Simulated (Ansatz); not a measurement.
BaTiO3 (P4mm): refractive index against wavelength

The refractive index of BaTiO3 (P4mm) along x below the direct gap (2.09 eV on the mesh) is read from one computed spectrum, n = √(Re ε). x, y and z are the Cartesian axes of the input cell.

Symmetry: P4mm, No. 99, tetragonal system. The conventional cell has a = 4.000 Å, b = 4.000 Å, c = 4.018 Å, α = 90.00°, β = 90.00°, γ = 90.00°. Around Ba on site a lie 12 O at 2.79 to 2.88 Å. Around Ti on site b lie 6 O at 1.89 to 2.13 Å. Around O on site c lie 2 Ti at 2.00 Å. O on site b has 2 Ti at 1.89 to 2.13 Å as nearest neighbours.

Method: Ansatz 0.2.0, PBE, independent particles, k-mesh 8×8×8 with interpolation inside its cells, Gaussian parameter 0.15 eV.

Launch of the response step: `ansatz run input.yaml --threads 4 --pin off --max-ram 8192MiB --backend cpu --events-out ev --progress --plain --runs-dir out`. The run took 42 s, on 4 threads of Arm Neoverse V2, on a shared host.

```
wavelength (nm)  photon energy E (eV)       n
           3000                 0.413  2.5941
           2000                 0.620  2.6052
           1550                 0.800  2.6189
           1310                 0.946  2.6333
           1064                 1.165  2.6612
            850                 1.459       ?
```

In the single-oscillator model n² − 1 = E₀E_d/(E₀² − E²), so 1/(n² − 1) = E₀/E_d − E²/(E₀E_d) is linear in E².

Working, on the rows shown:

| x = E² (eV²) | y = 1/(n² − 1) |
| --- | --- |
| 0.170801 | 0.17454 |
| 0.384302 | 0.172799 |
| 0.639837 | 0.170688 |
| 0.895757 | 0.168513 |
| 1.35784 | 0.16442 |

Means: x̄ = 0.68971, ȳ = 0.17019. Σ(x − x̄)(y − ȳ) = -0.00728, Σ(x − x̄)² = 0.8539. Slope = -0.00728 / 0.8539 = -0.008525; intercept = ȳ − slope · x̄ = 0.17607. Turned back into n, the line misses the rows shown by at most 0.00053.

Q: What does the fit predict for the withheld row, and how well does it do?

A: At x = 2.1276 the line gives y = 0.15793, that is 2.7077. The run gave 2.7142, so the extrapolation is off by 0.0065, 5 % of the range in the table.

Refitted with all rows, the slope is -0.00893 and the intercept 0.1763. These give E₀ = √(intercept/−slope) = 4.44 eV and E_d = E₀/intercept = 25.2 eV; E₀ is 2.1 times the direct gap. The electronic limit at long wavelengths, without lattice vibrations, is n = √(1 + 1/intercept) = 2.583. The cell comes from an older database entry, whose edges can be off by a per cent or so. Excitons are left out and so are local fields; PBE gaps are as a rule too small. Spin-orbit coupling is left out.

[Logs are printed without paths, hosts, clocks, repeated set-up lines and the standing remarks that a program may print on its own settings, such as how far it seeks lower states.]
